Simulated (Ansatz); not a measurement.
**How NaF (Villiaumite, Fm-3m) expands on warming**

How much does NaF (Villiaumite) expand with temperature?

Measurements to reproduce:
- volume expansion coefficient 95.1 1e-6/K and heat capacity C_P per formula unit 46.9 J/mol/K near room temperature (given in “High-Throughput Prediction of Finite-Temperature Properties using the Quasi-Harmonic Approximation”, 2016, arXiv:1603.06924)
- volume expansion coefficient 102.6 1e-6/K near room temperature (given in “Descriptors for thermal expansion in solids”, 2017, arXiv:1701.03966)

Program: Ansatz 0.2.0. Level of theory: DFT LDA, scalar-relativistic, plane waves, PAW, in the first sound run; inputs show where later runs differ. Results are calculated unless marked as measured.

**1. Set-up**

It takes space group Fm-3m (No. 225, cubic). Conventional cell: a = 4.640 Å, b = 4.640 Å, c = 4.640 Å, α = 90.00°, β = 90.00°, γ = 90.00°. Nearest to Na lie 6 F at 2.32 Å. F has 6 Na at 2.32 Å nearest. Farther neighbours and most contacts between anions are not listed.

As a file:

```cif
data_structure
_symmetry_space_group_name_H-M 'Fm-3m'
_symmetry_Int_Tables_number 225
_cell_length_a 4.6400
_cell_length_b 4.6400
_cell_length_c 4.6400
_cell_angle_alpha 90.000
_cell_angle_beta 90.000
_cell_angle_gamma 90.000
_cell_volume 99.90
loop_
_atom_site_label
_atom_site_type_symbol
_atom_site_symmetry_multiplicity
_atom_site_Wyckoff_symbol
_atom_site_fract_x
_atom_site_fract_y
_atom_site_fract_z
_atom_site_occupancy
Na1 Na 4 a 0.00000 0.00000 0.00000 1
F1 F 4 b 0.50000 0.00000 0.00000 1
```

**2. Probe on a coarse mesh**

Before spending time, one coarse run tells the gap and the pressure of the starting cell.

input.yaml reads:

```yaml
crystal:
  lattice:
    - [0.0, 2.32, 2.32]
    - [2.32, 0.0, 2.32]
    - [2.32, 2.32, 0.0]
  atoms:
    - { symbol: Na, position: [0.0, 0.0, 0.0] }
    - { symbol: F, position: [0.5, 0.5, 0.5] }
kpoints:
  mp_grid: { grid: [6, 6, 6] }
hamiltonian:
  xc: lda
scf:
  occupations: { method: gaussian, width: 0.1 }
output:
  forces: true
  stress: true
  eigenvalues: true
```

Run with:

```bash
$ ansatz run input.yaml --threads 4 --pin off --max-ram 16384MiB --backend cpu --events-out ev --progress --plain --runs-dir out
```

Numbers of over 12 decimals in the logs are rounded to 6 here.

What it wrote:

```text
Engine: ansatz 0.2.0, aarch64-unknown-linux-gnu
Pseudopotentials: kind: paw
Pseudopotential: Na, paw, valence charge 9, recommended cutoff 420 eV (normal), Na.paw.azcp
Pseudopotential: F, paw, valence charge 7, recommended cutoff 420 eV (normal), F.paw.azcp
Functional definition: SPW92
  exchange = slater_x
  correlation = pw_c
Crystal: 2 atoms, lattice volume = 24.974 Å³
Basis set: ecut = 420 eV, 531 PW (Γ)
Bands: 12, of which v1, the nominal top of the filled ones, is band 8 counted from 1 (7 counted from 0)
Symmetry: 48 space group operations
Space group: Fm-3m (ITA 225), of the structure as read, at distance tolerance 2.9e-5 Å
k-points: 16 of 216
Non-local potential: Na, projectors of the file, l = 0: 3, l = 1: 2, l = 2: 1
Non-local potential: F, projectors of the file, l = 0: 2, l = 1: 2, l = 2: 1
PAW form: soft (Blöchl's): semilocal exchange-correlation on the pseudo side does not see the compensation charge
PAW frozen core: Na, regenerated for the run's functional, and the local potential with it (the file was generated under x = pbe(κ = 0.804, μ = 0.219515), c = pbe(β = 0.066725))
PAW frozen core: F, regenerated for the run's functional, and the local potential with it (the file was generated under x = pbe(κ = 0.804, μ = 0.219515), c = pbe(β = 0.066725))
PAW one-centre angular grid: Na, 110 points (default); XC on 64 Gauss nodes
PAW one-centre angular grid: F, 110 points (default); XC on 64 Gauss nodes
Initial density: superposition of atomic densities (neutral atoms: chi_scale 0, normalization atom), corrected by the library's trained network
Initial wavefunctions: pseudopotential atomic-orbital guess
Functional: x = slater, c = lda
SCF iter   1: F=—  HF=-2263.082490 eV  |F-HF|=—  |Δ(HF+E_count)|=         —  Δρ=1.89e-2  dr2=6.27e-2  ethr=1.77e-3  ⟨swp⟩=5.0  Hψ=1033  notcnv=0
preconditioner: auto → none  [insulator: Δε(μ)=5.678 eV  Ē_g=25.662 eV  σ=0.100 eV  W_gap=1.00  n_scr=8 (ndim 8)  ℏωp=27.8 eV  f_vac=0.108  D(μ)=0.00/eV (n_scr^D=0)  ε∞_Penn≈2.2]
SCF iter   2: F=—  HF=-2263.063561 eV  |F-HF|=—  |Δ(HF+E_count)|=   1.89e-2  Δρ=1.02e-2  dr2=1.22e-2  ethr=3.92e-4  ⟨swp⟩=2.0  Hψ=431  notcnv=0
SCF iter   3: F=—  HF=-2263.059674 eV  |F-HF|=—  |Δ(HF+E_count)|=   3.89e-3  Δρ=1.42e-3  dr2=3.68e-4  ethr=7.64e-5  ⟨swp⟩=2.0  Hψ=282  notcnv=0
SCF iter   4: F=—  HF=-2263.059527 eV  |F-HF|=—  |Δ(HF+E_count)|=   1.47e-4  Δρ=4.42e-4  dr2=1.57e-5  ethr=2.30e-6  ⟨swp⟩=2.1  Hψ=318  notcnv=0
SCF iter   5: F=—  HF=-2263.059524 eV  |F-HF|=—  |Δ(HF+E_count)|=   3.36e-6  Δρ=4.02e-5  dr2=2.93e-7  ethr=9.84e-8  ⟨swp⟩=2.0  Hψ=242  notcnv=0
SCF iter   6: F=-2263.059524 eV  HF=-2263.059524 eV  |F-HF|=2.25e-9  |Δ(HF+E_count)|=   5.95e-8  Δρ=4.09e-6  dr2=2.51e-9  ethr=6.25e-10  ⟨swp⟩=4.9  Hψ=791  notcnv=0
SCF 1 converged in 6 iterations: F = -2263.059524 eV  dr2 = 2.51e-9
  greatest PAW one-centre occupation: 0.999 electrons in one spin orbital (limit 2), on the Na atom at site 0 (counted from 0), in its partial waves of l = 0
SCF converged after 6 iterations
Free energy (F): -2263.059524 eV
Harris-Foulkes:  -2263.059524 eV  (|F-HF|=2.25e-9)
Internal energy: -2263.059524 eV  (E = F + TS)
E sigma→0 (E₀):  -2263.059524 eV
Fermi energy:    3.524330 eV
--- Per-component energies (eV) ---
  E_band       = -237.960071
  E_kinetic    = 326.876782
  E_local      = -1692.918076  (includes V_loc(G=0)·N_el)
  E_nonlocal   = 192.419376
  E_hartree    = 597.257191
  E_xc         = -116.991909
  E_vxc        = -151.724471  (∫ρ·V_xc dr)
  E_paw        = -432.048104  (= ΣΔE_a)
  E_vpaw       = -107.128540  (= ΣTr[D̂ρ^β])
  E_aug_tail   = 0.001975  (compensation charges beyond the density's cutoff)
  E_ewald      = -1137.910901
  E_core_change = 0.254142  (= ΣΔE_core)
  E_smearing   = -0.000000  (= −TS)
  E_closure    = 0.000000  (closes the sum)
  Σ components = -2263.059524   (vs F -2263.059524, Δ=0.00e0)
--- Forces (eV/Å), atoms counted from 1 ---
  atom   1  Na    -0.00000000     0.00000000    -0.00000000
  atom   2  F      0.00000000     0.00000000    -0.00000000
  max |Σ_I F_I| component: 2.63e-29 eV/Å
--- Stress (GPa, compression-positive) ---
       -4.470412       0.000000      -0.000000
       -0.000000      -4.470412       0.000000
       -0.000000       0.000000      -4.470412
  P = ⅓ Tr σ = -4.4704 GPa (-44.704 kbar)
--- Band table (eV; the first three rows and the last of 16) ---
  k-point 0: bands = [... 4 lower, -18.2153, 0.5448, 0.5448, 0.5448, 6.5020, 19.0768, 19.0768, 19.0768]
  k-point 1: bands = [... 4 lower, -17.7883, 0.0386, 0.4788, 0.4788, 7.4358, 16.5949, 19.4762, 19.4762]
  k-point 2: bands = [... 4 lower, -17.4391, -0.7602, 0.3490, 0.3490, 9.4047, 14.1025, 20.0977, 20.0977]
  k-point 15: bands = [... 4 lower, -17.6695, -0.5741, -0.1251, -0.0012, 13.3043, 13.3652, 14.7456, 17.8629]
```

Elapsed: 0.69 s, on 4 threads of Arm Neoverse V2, shared host; peak memory 0.23 GiB.

A gap read on the k-mesh alone can miss the band edges.

This step gave:

```
pressure          : -4.470 GPa
gap on the k-mesh : 5.957 eV
volume per atom   : 12.49 Å³
```

The start is under -4.5 GPa at this level and looks like an insulator or semiconductor on this mesh.

**3. Finding the static equilibrium**

Phonons are second derivatives about a minimum, so cell and atoms are relaxed first, inside the symmetry of the start.

input.yaml, the sections that differ from step 2:

```yaml
kpoints:
  mp_grid: { grid: [8, 8, 8] }
scf:
  occupations: { method: gaussian, width: 0.02 }
relax:
  adjacent_minimum: "off"
  f_tol: 0.005
  max_steps: 80
  cell: { stress_tol: 0.05 }
# crystal, hamiltonian, output: as in step 2
```

What it wrote:

```text
[...]
Crystal: 2 atoms, lattice volume = 24.974 Å³
Basis set: ecut = 420 eV, 531 PW (Γ)
Bands: 12, of which v1, the nominal top of the filled ones, is band 8 counted from 1 (7 counted from 0)
Symmetry: 48 space group operations
[...]
k-points: 29 of 512
[...]
SCF iter   1: F=—  HF=-2263.082234 eV  |F-HF|=—  |Δ(HF+E_count)|=         —  Δρ=1.89e-2  dr2=6.27e-2  ethr=1.77e-3  ⟨swp⟩=5.8  Hψ=1939  notcnv=0
[...]
SCF iter   6: F=-2263.059272 eV  HF=-2263.059272 eV  |F-HF|=2.76e-9  |Δ(HF+E_count)|=   5.94e-8  Δρ=4.41e-6  dr2=3.04e-9  ethr=6.25e-10  ⟨swp⟩=5.0  Hψ=1479  notcnv=0
SCF 1 converged in 6 iterations: F = -2263.059272 eV  dr2 = 3.04e-9
[...]
relax step   1: F+E_penalty+E_count = -2263.05927236 eV  Δ(F+E_penalty+E_count) = +0.000e0 eV  max|allowed force component| = 2.240e-29 eV/Å  Δτ_max = 0.0000 Å  P = -4.472 GPa  Ω = 24.974 Å³  (6 SCF iters, dr2 threshold 1.00e-7 eV, accepted)
Crystal: 2 atoms, lattice volume = 24.174 Å³
Basis set: ecut = 420 eV, 459 PW (Γ)
[...]
iter 1 solved again at ethr=1.47e-5 eV; its pass at ethr=3.10e-3 eV (dr2=2.35e-3 eV) is discarded
[...]
SCF iter   5: F=-2263.081200 eV  HF=-2263.081200 eV  |F-HF|=7.78e-9  |Δ(HF+E_count)|=   1.70e-6  Δρ=2.71e-5  dr2=1.06e-7  ethr=1.25e-9  ⟨swp⟩=3.3  Hψ=1520  notcnv=0
SCF 2 converged in 5 iterations: F = -2263.081200 eV  dr2 = 1.06e-7
relax step   2: F+E_penalty+E_count = -2263.08119993 eV  Δ(F+E_penalty+E_count) = -2.193e-2 eV  max|allowed force component| = 5.627e-29 eV/Å  Δτ_max = 0.0000 Å  P = -2.853 GPa  Ω = 24.174 Å³  energy of the carried Pulay correction = +3.531e-3 eV  (5 SCF iters, dr2 threshold 2.00e-7 eV, accepted)
Crystal: 2 atoms, lattice volume = 22.881 Å³
[...]
SCF iter   6: F=-2263.097819 eV  HF=-2263.097819 eV  |F-HF|=1.17e-10  |Δ(HF+E_count)|=   2.61e-8  Δρ=4.06e-6  dr2=2.19e-9  ethr=1.25e-9  ⟨swp⟩=5.0  Hψ=1573  notcnv=0
SCF 3 converged in 6 iterations: F = -2263.097819 eV  dr2 = 2.19e-9
relax step   3: F+E_penalty+E_count = -2263.09781860 eV  Δ(F+E_penalty+E_count) = -1.662e-2 eV  max|allowed force component| = 1.070e-29 eV/Å  Δτ_max = 0.0000 Å  P = +0.346 GPa  Ω = 22.881 Å³  energy of the carried Pulay correction = +9.480e-3 eV  (6 SCF iters, dr2 threshold 2.00e-7 eV, accepted)
[...]
relax step   4: F+E_penalty+E_count = -2263.09732431 eV  Δ(F+E_penalty+E_count) = +4.943e-4 eV  max|allowed force component| = 2.069e-29 eV/Å  Δτ_max = 0.0000 Å  P = -0.024 GPa  Ω = 23.014 Å³  energy of the carried Pulay correction = +8.853e-3 eV  (5 SCF iters, dr2 threshold 2.00e-7 eV, accepted)
[...]
relax step   5: F+E_penalty+E_count = -2263.09201773 eV  Δ(F+E_penalty+E_count) = +5.307e-3 eV  max|allowed force component| = 1.021e-29 eV/Å  Δτ_max = 0.0000 Å  P = -0.509 GPa  Ω = 23.014 Å³  stress off target by 5.09e-1 GPa  SCF on the basis re-selected at this cell (its energy is not comparable with the rows above)  (6 SCF iters)
[...]
relax step   6: F+E_penalty+E_count = -2263.09310627 eV  Δ(F+E_penalty+E_count) = -1.089e-3 eV  max|allowed force component| = 1.155e-29 eV/Å  Δτ_max = 0.0000 Å  P = -0.003 GPa  Ω = 22.836 Å³  energy of the carried Pulay correction = +8.019e-4 eV  (5 SCF iters, dr2 threshold 2.00e-7 eV, accepted)
[...]
SCF iter   5: F=-2263.092405 eV  HF=-2263.092405 eV  |F-HF|=2.73e-12  |Δ(HF+E_count)|=  8.19e-12  Δρ=1.95e-7  dr2=2.35e-12  ethr=1.00e-12  ⟨swp⟩=5.0  Hψ=1229  notcnv=0
SCF 7 converged in 5 iterations: F = -2263.092405 eV  dr2 = 2.35e-12
relax step   7: F+E_penalty+E_count = -2263.09240455 eV  Δ(F+E_penalty+E_count) = +7.017e-4 eV  max|allowed force component| = 1.070e-29 eV/Å  Δτ_max = 0.0000 Å  P = -0.042 GPa  Ω = 22.836 Å³  stress off target by 4.20e-2 GPa  SCF on the basis re-selected at this cell (its energy is not comparable with the rows above)  (5 SCF iters)
[...]
SCF converged after 5 iterations
Free energy (F): -2263.092405 eV
[...]
Internal energy: -2263.092405 eV  (E = F + TS)
E sigma→0 (E₀):  -2263.092405 eV
Fermi energy:    4.473698 eV
[...]
--- Stress (GPa, compression-positive) ---
       -0.042013      -0.000000      -0.000000
       -0.000000      -0.042013      -0.000000
       -0.000000      -0.000000      -0.042013
  P = ⅓ Tr σ = -0.0420 GPa (-0.420 kbar)
--- Band table (eV; the first three rows and the last of 29) ---
  k-point 0: bands = [... 4 lower, -17.2983, 1.2460, 1.2460, 1.2460, 7.7013, 20.3966, 20.3966, 20.3966]
  k-point 1: bands = [... 4 lower, -17.0514, 0.8999, 1.1997, 1.1997, 8.2867, 18.6101, 20.6727, 20.6727]
  k-point 2: bands = [... 4 lower, -16.7160, 0.2002, 1.0880, 1.0880, 9.6655, 16.5236, 21.3116, 21.3116]
  k-point 28: bands = [... 4 lower, -16.7580, 0.2379, 0.2379, 0.5731, 14.6204, 14.6204, 17.0579, 18.7937]
--- Relaxed structure (5 steps of the walk, 5 accepted, 2 SCFs on fresh bases) ---
  F+E_penalty+E_count = -2263.09240455 eV   max|allowed force component| = 1.070e-29 eV/Å   (the final SCF, on the basis selected at the relaxed cell)
  cell:  # Å, volume = 22.8360 Å³
    - [0, 2.251800, 2.251800]
    - [2.251800, 0, 2.251800]
    - [2.251800, 2.251800, 0]
  atoms:
    - { symbol: Na, position: [0, 0, 0] }
    - { symbol: F, position: [0.5, 0.5, 0.5] }
```

The job ended after 1.5 s (4 threads; peak memory 0.26 GiB; 4.4 s of CPU time).

Step by step:

```
step  energy less that of the first step (eV)  largest force component (eV/Å)  pressure (GPa)  volume (Å³)
   1                                   0.0000                          0.0000           -4.47        24.97
   2                                  -0.0219                          0.0000           -2.85        24.17
   3                                  -0.0385                          0.0000            0.35        22.88
   4                                  -0.0381                          0.0000           -0.02        23.01
  5*                                  -0.0327                          0.0000           -0.51        23.01
   6                                  -0.0338                          0.0000            0.00        22.84
  7*                                  -0.0331                          0.0000           -0.04        22.84
```

Relaxation steps marked * repeat the geometry before them on a plane-wave basis chosen anew for their cell, so energy and pressure can jump there.

Forces are held to the 48 operations that the run works with; a distortion that breaks them can't arise in this run.

```
conventional cell, symmetrised  before  after  change
                         a (Å)   4.640  4.504  -2.9 %
                         b (Å)   4.640  4.504  -2.9 %
                         c (Å)   4.640  4.504  -2.9 %
              volume (Å³/atom)   12.49  11.42  -8.6 %
```

The relaxed structure:

```xyz
2
Lattice="0.0000 2.2518 2.2518 2.2518 0.0000 2.2518 2.2518 2.2518 0.0000" Properties=species:S:1:pos:R:3 pbc="T T T"
Na    0.0000    0.0000    0.0000
F     2.2518    2.2518    2.2518
```

This step gave:

```
pressure          : -0.04201 GPa
gap on the k-mesh : 6.455 eV
volume per atom   : 11.42 Å³
```

The relaxation ends with a pressure of -0.04 GPa.

[end of part 1 of 6]

[Logs are printed without paths, hosts, clocks, repeated set-up lines and the standing remarks that a program may print on its own settings, such as how far it seeks lower states.]

[Hosts, paths, dates, database ids (printed as entryN), source tags and the programs' standing remarks are cut or masked in the printed files.]

[A step with changed settings may run another functional than the one named; its input shows which.]
